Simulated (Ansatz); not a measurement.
## LuAl2B2: relaxing a made-up structure

Starting from a made-up structure for LuAl2B2, the aim is the relaxed cell, its shortest contacts and, where a second run follows, its electronic structure.

Method: DFT, PBE, plane-wave PAW, files of the set soft_1, scalar-relativistic, no spin, cell and ions relaxed at zero pressure; PAW set soft_1, in the first sound run; inputs show where later runs differ, in Ansatz 0.2.0.

**1. The structure**

The structure is tetragonal, space group I4/mmm (No. 139). Conventional cell: a = 3.750 Å, b = 3.750 Å, c = 9.733 Å, α = 90.00°, β = 90.00°, γ = 90.00°. Nearest to Lu lie 8 B at 2.90 Å and 8 Al at 3.07 Å. Nearest to Al lie 4 B at 2.25 Å and 4 Al at 2.65 Å and 4 Lu at 3.07 Å. Nearest to B lie 4 Al at 2.25 Å and 1 B at 2.37 Å and 4 Lu at 2.90 Å. Farther neighbours are not listed.

**2. Relaxing cell and atoms**

The guessed cell has no reason to be at equilibrium. It is relaxed with the atoms, within the space group of the guess.

The input, input.yaml:

```yaml
crystal:
  lattice:
    - [-1.875, 1.875, 4.8665]
    - [1.875, -1.875, 4.8665]
    - [1.875, 1.875, -4.8665]
  atoms:
    - { symbol: Lu, position: [0.0, 0.0, 0.0] }
    - { symbol: Al, position: [0.25, 0.75, 0.5] }
    - { symbol: Al, position: [0.75, 0.25, 0.5] }
    - { symbol: B, position: [0.6218, 0.6218, 0.0] }
    - { symbol: B, position: [0.3782, 0.3782, 0.0] }
kpoints:
  mp_grid: { grid: [10, 10, 10] }
scf:
  occupations: { method: fermi_dirac, width: 0.05 }
hamiltonian:
  xc: pbe
  pseudopotentials: { kind: paw, azcp: { folder: soft_1 } }
relax:
  f_tol: 0.015
  max_steps: 70
  cell: {}
output:
  forces: true
  stress: true
```

Launch:

```bash
ansatz run input.yaml --threads 4 --pin off --max-ram 8192MiB --backend cpu --events-out ev --progress --plain --runs-dir out
```

Numbers of over 12 decimals in the logs are rounded to 6 here.

The log of the run:

```text
basis.fft_grid_basis auto: the FFT boxes are laid along the combinations [[1, 0, 1], [0, 1, 1], [0, 0, 1]] of the cell's own vectors, 3.750, 3.750 and 5.542 Å long. The dense box has 27×27×40 points. Along the cell's own vectors, as sized, it would have 40×40×40, 2.19 times as many. Of the 16 symmetry operations that the crystal satisfies within crystal.symmetry.tolerance (time reversal apart; of a slab, those that k [...]
Engine: ansatz 0.2.0, aarch64-unknown-linux-gnu
Pseudopotentials: kind: paw
Pseudopotential: Lu, paw, valence charge 25, recommended cutoff 420 eV (normal), soft_1/Lu.paw.azcp
Pseudopotential: Al, paw, valence charge 3, recommended cutoff 420 eV (normal), soft_1/Al.paw.azcp
Pseudopotential: B, paw, valence charge 3, recommended cutoff 420 eV (normal), soft_1/B.paw.azcp
Functional definition: PBE
  parameter kappa = 0.804
  parameter beta = 0.066725
  exchange = pbe_x(kappa = kappa, mu = beta*pi^2/3)
  correlation = pbe_c(beta = beta)
Crystal: 5 atoms, lattice volume = 68.435 Å³
Basis set: ecut = 420 eV, 1333 PW (Γ), FFT grids on a1+a3, a2+a3, a3, exchange–correlation on 54×54×80 points (8 copies of the dense FFT grid, shifted against one another)
Bands: 24, of which v1, the nominal top of the filled ones, is band 19 counted from 1 (18 counted from 0)
Symmetry: 16 space group operations
Space group: I4/mmm (ITA 139), of the structure as read, at distance tolerance 4.1e-5 Å
k-points: 102 of 1000
Non-local potential: Lu, projectors of the file, l = 0: 3, l = 1: 2, l = 2: 2, l = 3: 3
Non-local potential: Al, projectors of the file, l = 0: 2, l = 1: 2, l = 2: 1
Non-local potential: B, projectors of the file, l = 0: 2, l = 1: 2, l = 2: 1
PAW form: soft (Blöchl's): semilocal exchange-correlation on the pseudo side does not see the compensation charge
PAW one-centre angular grid: Lu, 590 points (default); XC on 64 Gauss nodes
PAW one-centre angular grid: Al, 110 points (default); XC on 64 Gauss nodes
PAW one-centre angular grid: B, 110 points (default); XC on 64 Gauss nodes
Initial density: superposition of atomic densities (chi_scale 0.1, normalization cell, long waves kept (reshape's long-wave potential 0.00 eV rms))
Initial wavefunctions: pseudopotential atomic-orbital guess
Functional: x = pbe(κ = 0.804, μ = 0.219515), c = pbe(β = 0.066725)
SCF iter   1: F=—  HF=-16121.590962 eV  |F-HF|=—  |Δ(HF+E_count)|=         —  Δρ=5.07e-2  dr2=3.02e0  ethr=3.10e-3  ⟨swp⟩=6.0  Hψ=12300  notcnv=0
preconditioner: auto → Kerker (q_TF=auto, 2.463 Å⁻¹)  [metal: Δε(μ)=0.009 eV  Ē_g=11.285 eV  σ=0.050 eV  W_gap=0.05  n_scr=14 (ndim 8)  ℏωp=26.6 eV  f_vac=0.000  D(μ)=2.40/eV (n_scr^D=14)]
SCF iter   2: F=—  HF=-16120.947159 eV  |F-HF|=—  |Δ(HF+E_count)|=   6.44e-1  Δρ=2.70e-2  dr2=7.54e-1  ethr=3.10e-3  ⟨swp⟩=2.8  Hψ=4439  notcnv=0  defer=57
SCF iter   3: F=—  HF=-16120.758865 eV  |F-HF|=—  |Δ(HF+E_count)|=   1.88e-1  Δρ=8.39e-3  dr2=3.86e-2  ethr=2.04e-3  ⟨swp⟩=2.3  Hψ=4584  notcnv=0  defer=60
SCF iter   4: F=—  HF=-16120.711046 eV  |F-HF|=—  |Δ(HF+E_count)|=   4.78e-2  Δρ=5.49e-3  dr2=1.53e-2  ethr=1.04e-4  ⟨swp⟩=3.3  Hψ=6283  notcnv=0  defer=55
SCF iter   5: F=—  HF=-16120.705938 eV  |F-HF|=—  |Δ(HF+E_count)|=   5.11e-3  Δρ=1.35e-3  dr2=9.88e-4  ethr=4.14e-5  ⟨swp⟩=2.0  Hψ=3558  notcnv=0  defer=55
SCF iter   6: F=—  HF=-16120.705720 eV  |F-HF|=—  |Δ(HF+E_count)|=   2.18e-4  Δρ=2.19e-4  dr2=3.00e-5  ethr=2.67e-6  ⟨swp⟩=2.2  Hψ=4167  notcnv=0  defer=55
SCF iter   7: F=—  HF=-16120.705730 eV  |F-HF|=—  |Δ(HF+E_count)|=   1.02e-5  Δρ=1.10e-4  dr2=8.55e-6  ethr=8.10e-8  ⟨swp⟩=2.4  Hψ=4324  notcnv=0  defer=55
SCF iter   8: F=—  HF=-16120.705732 eV  |F-HF|=—  |Δ(HF+E_count)|=   2.37e-6  Δρ=2.11e-5  dr2=4.23e-7  ethr=2.31e-8  ⟨swp⟩=2.0  Hψ=4271  notcnv=0  defer=55
SCF iter   9: F=-16120.705732 eV  HF=-16120.705732 eV  |F-HF|=2.72e-8  |Δ(HF+E_count)|=   2.73e-8  Δρ=5.05e-6  dr2=2.77e-8  ethr=2.70e-10  ⟨swp⟩=5.4  Hψ=10763  notcnv=0
SCF 1 converged in 9 iterations: F = -16120.705732 eV  dr2 = 2.77e-8
  greatest PAW one-centre occupation: 0.998 electrons in one spin orbital (limit 2), on the Lu atom at site 0 (counted from 0), in its partial waves of l = 0
relax step   1: F+E_penalty+E_count = -16120.70573223 eV  Δ(F+E_penalty+E_count) = +0.000e0 eV  max|allowed force component| = 9.969e-1 eV/Å  Δτ_max = 0.0000 Å  P = -5.740 GPa  Ω = 68.435 Å³  (9 SCF iters, dr2 threshold 1.00e-7 eV, accepted)
Crystal: 5 atoms, lattice volume = 62.373 Å³
Basis set: ecut = 420 eV, 1211 PW (Γ), FFT grids on a1+a3, a2+a3, a3, exchange–correlation on 54×54×80 points (8 copies of the dense FFT grid, shifted against one another)
Initial density: handed on by an earlier stage of this run
Initial wavefunctions: those handed on with the density
iter 1 solved again at ethr=4.50e-4 eV; its pass at ethr=3.10e-3 eV (dr2=1.66e-1 eV) is discarded
SCF iter   1: F=—  HF=-16121.100935 eV  |F-HF|=—  |Δ(HF+E_count)|=         —  Δρ=1.14e-2  dr2=1.67e-1  ethr=4.50e-4  ⟨swp⟩=1.7  Hψ=21454  notcnv=0
preconditioner: auto → Kerker (q_TF=auto, 2.501 Å⁻¹)  [metal: Δε(μ)=0.026 eV  Ē_g=11.696 eV  σ=0.050 eV  W_gap=0.13  n_scr=14 (ndim 8)  ℏωp=27.8 eV  f_vac=0.000  D(μ)=1.56/eV (n_scr^D=10)]
SCF iter   2: F=—  HF=-16121.067953 eV  |F-HF|=—  |Δ(HF+E_count)|=   3.30e-2  Δρ=6.33e-3  dr2=6.22e-2  ethr=4.50e-4  ⟨swp⟩=4.1  Hψ=4738  notcnv=0
SCF iter   3: F=—  HF=-16121.062526 eV  |F-HF|=—  |Δ(HF+E_count)|=   5.43e-3  Δρ=3.95e-3  dr2=6.73e-3  ethr=1.68e-4  ⟨swp⟩=4.7  Hψ=6600  notcnv=0  defer=20
SCF iter   4: F=—  HF=-16121.049907 eV  |F-HF|=—  |Δ(HF+E_count)|=   1.26e-2  Δρ=1.35e-3  dr2=1.10e-3  ethr=1.82e-5  ⟨swp⟩=3.3  Hψ=7389  notcnv=0  defer=54
SCF iter   5: F=—  HF=-16121.049572 eV  |F-HF|=—  |Δ(HF+E_count)|=   3.35e-4  Δρ=5.13e-4  dr2=1.23e-4  ethr=2.96e-6  ⟨swp⟩=3.4  Hψ=6004  notcnv=0  defer=53
SCF iter   6: F=—  HF=-16121.049544 eV  |F-HF|=—  |Δ(HF+E_count)|=   2.84e-5  Δρ=2.80e-4  dr2=2.84e-5  ethr=3.31e-7  ⟨swp⟩=3.1  Hψ=5652  notcnv=0  defer=53
SCF iter   7: F=—  HF=-16121.049549 eV  |F-HF|=—  |Δ(HF+E_count)|=   5.06e-6  Δρ=1.30e-4  dr2=7.34e-6  ethr=7.67e-8  ⟨swp⟩=2.1  Hψ=3980  notcnv=0  defer=53
SCF iter   8: F=-16121.049546 eV  HF=-16121.049547 eV  |F-HF|=2.36e-7  |Δ(HF+E_count)|=   2.17e-6  Δρ=9.43e-6  dr2=6.04e-8  ethr=1.35e-9  ⟨swp⟩=5.9  Hψ=16079  notcnv=0
SCF 2 converged in 8 iterations: F = -16121.049546 eV  dr2 = 6.04e-8
relax step   2: F+E_penalty+E_count = -16121.04954646 eV  Δ(F+E_penalty+E_count) = -3.438e-1 eV  max|allowed force component| = 1.001e0 eV/Å  Δτ_max = 0.1244 Å  P = +3.207 GPa  Ω = 62.373 Å³  energy of the carried Pulay correction = +3.044e-3 eV  (8 SCF iters, dr2 threshold 5.00e-7 eV, accepted)
Crystal: 5 atoms, lattice volume = 60.561 Å³
Basis set: ecut = 420 eV, 1203 PW (Γ), FFT grids on a1+a3, a2+a3, a3, exchange–correlation on 54×54×80 points (8 copies of the dense FFT grid, shifted against one another)
iter 1 solved again at ethr=6.54e-4 eV; its pass at ethr=3.10e-3 eV (dr2=2.42e-1 eV) is discarded
SCF iter   1: F=—  HF=-16121.174375 eV  |F-HF|=—  |Δ(HF+E_count)|=         —  Δρ=1.49e-2  dr2=2.48e-1  ethr=6.54e-4  ⟨swp⟩=1.4  Hψ=19059  notcnv=0
preconditioner: auto → Kerker (q_TF=auto, 2.513 Å⁻¹)  [metal: Δε(μ)=0.004 eV  Ē_g=11.731 eV  σ=0.050 eV  W_gap=0.02  n_scr=14 (ndim 8)  ℏωp=28.2 eV  f_vac=0.000  D(μ)=2.03/eV (n_scr^D=14)]
SCF iter   2: F=—  HF=-16121.121170 eV  |F-HF|=—  |Δ(HF+E_count)|=   5.32e-2  Δρ=9.06e-3  dr2=1.00e-1  ethr=6.54e-4  ⟨swp⟩=2.8  Hψ=3402  notcnv=0
SCF iter   3: F=—  HF=-16121.104069 eV  |F-HF|=—  |Δ(HF+E_count)|=   1.71e-2  Δρ=3.61e-3  dr2=6.03e-3  ethr=2.71e-4  ⟨swp⟩=4.4  Hψ=6258  notcnv=0  defer=4
SCF iter   4: F=—  HF=-16121.094105 eV  |F-HF|=—  |Δ(HF+E_count)|=   9.96e-3  Δρ=1.37e-3  dr2=1.30e-3  ethr=1.63e-5  ⟨swp⟩=3.1  Hψ=7570  notcnv=0  defer=48
SCF iter   5: F=—  HF=-16121.093826 eV  |F-HF|=—  |Δ(HF+E_count)|=   2.80e-4  Δρ=6.09e-4  dr2=5.60e-4  ethr=3.51e-6  ⟨swp⟩=2.3  Hψ=4431  notcnv=0  defer=48
SCF iter   6: F=—  HF=-16121.093706 eV  |F-HF|=—  |Δ(HF+E_count)|=   1.20e-4  Δρ=3.18e-4  dr2=1.41e-4  ethr=1.51e-6  ⟨swp⟩=2.4  Hψ=3870  notcnv=0  defer=48
SCF iter   7: F=—  HF=-16121.093685 eV  |F-HF|=—  |Δ(HF+E_count)|=   2.08e-5  Δρ=1.33e-4  dr2=2.06e-5  ethr=3.81e-7  ⟨swp⟩=2.1  Hψ=3611  notcnv=0  defer=48
SCF iter   8: F=—  HF=-16121.093679 eV  |F-HF|=—  |Δ(HF+E_count)|=   6.04e-6  Δρ=1.87e-5  dr2=6.24e-7  ethr=5.56e-8  ⟨swp⟩=2.2  Hψ=4113  notcnv=0  defer=48
SCF iter   9: F=-16121.093679 eV  HF=-16121.093679 eV  |F-HF|=8.83e-9  |Δ(HF+E_count)|=   1.31e-7  Δρ=3.97e-6  dr2=6.35e-9  ethr=1.35e-9  ⟨swp⟩=6.6  Hψ=12603  notcnv=0
SCF 3 converged in 9 iterations: F = -16121.093679 eV  dr2 = 6.35e-9
relax step   3: F+E_penalty+E_count = -16121.09367904 eV  Δ(F+E_penalty+E_count) = -4.413e-2 eV  max|allowed force component| = 2.802e-1 eV/Å  Δτ_max = 0.1171 Å  P = +7.484 GPa  Ω = 60.561 Å³  energy of the carried Pulay correction = +4.010e-3 eV  (9 SCF iters, dr2 threshold 5.00e-7 eV, accepted)
[...]
relax step   4: F+E_penalty+E_count = -16121.16964558 eV  Δ(F+E_penalty+E_count) = -7.597e-2 eV  max|allowed force component| = 2.391e-1 eV/Å  Δτ_max = 0.0208 Å  P = +0.943 GPa  Ω = 63.093 Å³  energy of the carried Pulay correction = +2.668e-3 eV  (8 SCF iters, dr2 threshold 5.00e-7 eV, accepted)
[...]
relax step   5: F+E_penalty+E_count = -16121.17674711 eV  Δ(F+E_penalty+E_count) = -7.102e-3 eV  max|allowed force component| = 3.271e-2 eV/Å  Δτ_max = 0.0152 Å  P = -0.181 GPa  Ω = 63.667 Å³  energy of the carried Pulay correction = +2.371e-3 eV  (6 SCF iters, dr2 threshold 5.00e-7 eV, accepted)
[...]
relax step   6: F+E_penalty+E_count = -16121.17723553 eV  Δ(F+E_penalty+E_count) = -4.884e-4 eV  max|allowed force component| = 8.452e-3 eV/Å  Δτ_max = 0.0035 Å  P = -0.052 GPa  Ω = 63.607 Å³  energy of the carried Pulay correction = +2.402e-3 eV  (5 SCF iters, dr2 threshold 4.03e-7 eV, accepted)
[...]
relax step   7: F+E_penalty+E_count = -16121.17725850 eV  Δ(F+E_penalty+E_count) = -2.298e-5 eV  max|allowed force component| = 8.958e-4 eV/Å  Δτ_max = 0.0009 Å  P = -0.002 GPa  Ω = 63.586 Å³  energy of the carried Pulay correction = +2.412e-3 eV  (7 SCF iters, dr2 threshold 1.21e-8 eV, accepted)
Basis set: ecut = 420 eV, 1243 PW (Γ), FFT grids on a1+a3, a2+a3, a3, exchange–correlation on 50×50×72 points (8 copies of the dense FFT grid, shifted against one another)
Initial wavefunctions: pseudopotential atomic-orbital guess (no wavefunctions were taken with the density)
iter 1 solved again at ethr=3.67e-8 eV; its pass at ethr=3.10e-3 eV (dr2=1.36e-5 eV) is discarded
SCF iter   1: F=—  HF=-16121.175233 eV  |F-HF|=—  |Δ(HF+E_count)|=         —  Δρ=9.50e-5  dr2=6.83e-7  ethr=3.67e-8  ⟨swp⟩=5.3  Hψ=23822  notcnv=0
SCF iter   2: F=—  HF=-16121.175233 eV  |F-HF|=—  |Δ(HF+E_count)|=   5.60e-7  Δρ=6.17e-5  dr2=8.00e-7  ethr=1.85e-9  ⟨swp⟩=3.1  Hψ=5337  notcnv=0
SCF iter   3: F=—  HF=-16121.175233 eV  |F-HF|=—  |Δ(HF+E_count)|=   4.64e-7  Δρ=3.50e-5  dr2=1.14e-7  ethr=1.85e-9  ⟨swp⟩=2.9  Hψ=5171  notcnv=0
SCF iter   4: F=—  HF=-16121.175234 eV  |F-HF|=—  |Δ(HF+E_count)|=   4.09e-7  Δρ=1.36e-5  dr2=1.68e-8  ethr=3.08e-10  ⟨swp⟩=2.0  Hψ=4031  notcnv=0
SCF iter   5: F=—  HF=-16121.175234 eV  |F-HF|=—  |Δ(HF+E_count)|=   7.34e-8  Δρ=3.67e-6  dr2=1.10e-9  ethr=4.55e-11  ⟨swp⟩=2.2  Hψ=4390  notcnv=0
SCF iter   6: F=—  HF=-16121.175234 eV  |F-HF|=—  |Δ(HF+E_count)|=   5.69e-9  Δρ=7.63e-7  dr2=7.41e-11  ethr=2.98e-12  ⟨swp⟩=2.0  Hψ=4357  notcnv=0
SCF iter   7: F=-16121.175234 eV  HF=-16121.175234 eV  |F-HF|=1.27e-11  |Δ(HF+E_count)|=  2.16e-10  Δρ=1.27e-7  dr2=3.48e-12  ethr=1.00e-12  ⟨swp⟩=5.8  Hψ=11436  notcnv=0
SCF 8 converged in 7 iterations: F = -16121.175234 eV  dr2 = 3.48e-12
relax step   8: F+E_penalty+E_count = -16121.17523360 eV  Δ(F+E_penalty+E_count) = +2.025e-3 eV  max|allowed force component| = 1.669e-3 eV/Å  Δτ_max = 0.0000 Å  P = -0.032 GPa  Ω = 63.586 Å³  stress off target by 4.06e-2 GPa  SCF on the basis re-selected at this cell (its energy is not comparable with the rows above)  (7 SCF iters)
basis re-selected at this cell: Δ(F+E_penalty+E_count) = +2.025e-3 eV, ΔP = -0.030 GPa vs the last step (what re-selecting the basis moved, of the pressure what is left beyond the Pulay correction that the steps carried, after the strain that the cell walked since its last selection, with what the two solves' SCF thresholds leave and, on support functions, any second-order correction that the steps lacked; it is no measure of the basis error at this ecutwfc). The dense FFT grid was sized anew with the basis: this SCF ran on 25×25×36 points, the steps before it on 27×27×40, so part of this shift can come from that change (see relax.cell in the input reference). [rest of the remark cut]
SCF converged after 7 iterations
Free energy (F): -16121.175234 eV
Harris-Foulkes:  -16121.175234 eV  (|F-HF|=1.27e-11)
Internal energy: -16121.158579 eV  (E = F + TS)
E sigma→0 (E₀):  -16121.166906 eV
Entropy (-TS):   -0.016655 eV (-3.331 meV/atom)
Fermi energy:    13.012316 eV
--- Per-component energies (eV) ---
  E_band       = 72.264395
  E_kinetic    = 566.929898
  E_local      = -7846.469238  (includes V_loc(G=0)·N_el)
  E_nonlocal   = 713.113781
  E_hartree    = 3382.028933
  E_xc         = -352.353024
  E_vxc        = -393.102247  (∫ρ·V_xc dr)
  E_paw        = -8513.703567  (= ΣΔE_a)
  E_vpaw       = 267.734219  (= ΣTr[D̂ρ^β])
  E_aug_tail   = -0.000008  (compensation charges beyond the density's cutoff)
  E_ewald      = -4070.705355
  E_smearing   = -0.016655  (= −TS)
  E_closure    = 0.000000  (closes the sum)
  Σ components = -16121.175234   (vs F -16121.175234, Δ=0.00e0)
--- Forces (eV/Å), atoms counted from 1 ---
  atom   1  Lu     0.00000000    -0.00000000     0.00000000
  atom   2  Al     0.00000000     0.00000000     0.00000000
  atom   3  Al     0.00000000     0.00000000     0.00000000
  atom   4  B     -0.00000000     0.00000000     0.00166863
  atom   5  B     -0.00000000     0.00000000    -0.00166863
  max |Σ_I F_I| component: 2.08e-17 eV/Å
--- Stress (GPa, compression-positive) ---
       -0.028070       0.000000       0.000000
        0.000000      -0.028070       0.000000
        0.000000       0.000000      -0.040592
  P = ⅓ Tr σ = -0.0322 GPa (-0.322 kbar)
--- Relaxed structure (7 steps of the walk, 7 accepted, 1 SCFs on fresh bases) ---
  F+E_penalty+E_count = -16121.17523360 eV   max|allowed force component| = 1.669e-3 eV/Å   (the final SCF, on the basis selected at the relaxed cell)
  cell:  # Å, volume = 63.5862 Å³
    - [-1.841906, 1.841906, 4.685631]
    - [1.841906, -1.841906, 4.685631]
    - [1.841906, 1.841906, -4.685631]
  atoms:
    - { symbol: Lu, position: [2.8516978953692574e-19, 2.8516978953692603e-19, 0] }
    - { symbol: Al, position: [0.25, 0.75, 0.5] }
    - { symbol: Al, position: [0.75, 0.25, 0.5] }
    - { symbol: B, position: [0.597121, 0.597121, 0] }
    - { symbol: B, position: [0.402879, 0.402879, 0] }
```

Run time: 22 s. Hardware: 4 threads of Arm Neoverse V1, shared host; peak memory 0.47 GiB; 84 s of CPU time.

The steps of the relaxation:

| step | energy less that of the first step (eV) | largest force component (eV/Å) | pressure (GPa) | volume (Å³) |
| --- | --- | --- | --- | --- |
| 1 | 0.0000 | 0.9969 | -5.74 | 68.44 |
| 2 | -0.3438 | 1.0010 | 3.21 | 62.37 |
| 3 | -0.3879 | 0.2802 | 7.48 | 60.56 |
| 4 | -0.4639 | 0.2391 | 0.94 | 63.09 |
| 5 | -0.4710 | 0.0327 | -0.18 | 63.67 |
| 6 | -0.4715 | 0.0085 | -0.05 | 63.61 |
| 7 | -0.4715 | 0.0009 | 0.00 | 63.59 |
| 8* | -0.4695 | 0.0017 | -0.03 | 63.59 |

Relaxation steps marked * repeat the geometry before them on a plane-wave basis chosen anew for their cell, so energy and pressure can jump there.

Forces are held to the 16 operations that the run works with; a distortion that breaks them can't arise in this run.

| conventional cell, symmetrised | before | after | change |
| --- | --- | --- | --- |
| a (Å) | 3.750 | 3.684 | -1.8 % |
| b (Å) | 3.750 | 3.684 | -1.8 % |
| c (Å) | 9.733 | 9.371 | -3.7 % |
| volume (Å³/atom) | 13.69 | 12.72 | -7.1 % |

The atoms that moved most (Å, as changes of fractional coordinates times the final cell):

| atom | dx | dy | dz | length |
| --- | --- | --- | --- | --- |
| B5 | 0.000 | 0.000 | 0.231 | 0.231 |
| B4 | 0.000 | 0.000 | -0.231 | 0.231 |

Final coordinates:

```xyz
5
Lattice="-1.8419 1.8419 4.6856 1.8419 -1.8419 4.6856 1.8419 1.8419 -4.6856" Properties=species:S:1:pos:R:3 pbc="T T T"
Lu    0.0000    0.0000    0.0000
Al    1.8419    0.0000    2.3428
Al    0.0000    1.8419    2.3428
B     0.0000    0.0000    5.5958
B     0.0000    0.0000    3.7755
```

Numbers from this step:

```
free energy             : -16121.1752 eV
energy at zero smearing : -16121.1669 eV
smearing term TS        : 0.01665 eV
Fermi energy            : 13.01 eV
electrons               : 37
symmetry operations     : 16
pressure                : -0.03224 GPa
```

The shortest distance of each pair, which need not be the same contact before and after:

| pair | guess (Å) | relaxed (Å) |
| --- | --- | --- |
| B–B | 2.371 | 1.820 |
| Al–B | 2.252 | 2.333 |
| Al–Al | 2.652 | 2.605 |
| B–Lu | 2.905 | 2.759 |
| Al–Lu | 3.072 | 2.980 |

The relaxation ends with a largest force component of 0.0017 eV/Å and a pressure of -0.03 GPa.

[end of part 1 of 2]

[Logs are printed without paths, hosts, clocks, repeated set-up lines and the standing remarks that a program may print on its own settings, such as how far it seeks lower states.]

[Hosts, paths, dates, database ids (printed as entryN), source tags and the programs' standing remarks are cut or masked in the printed files.]
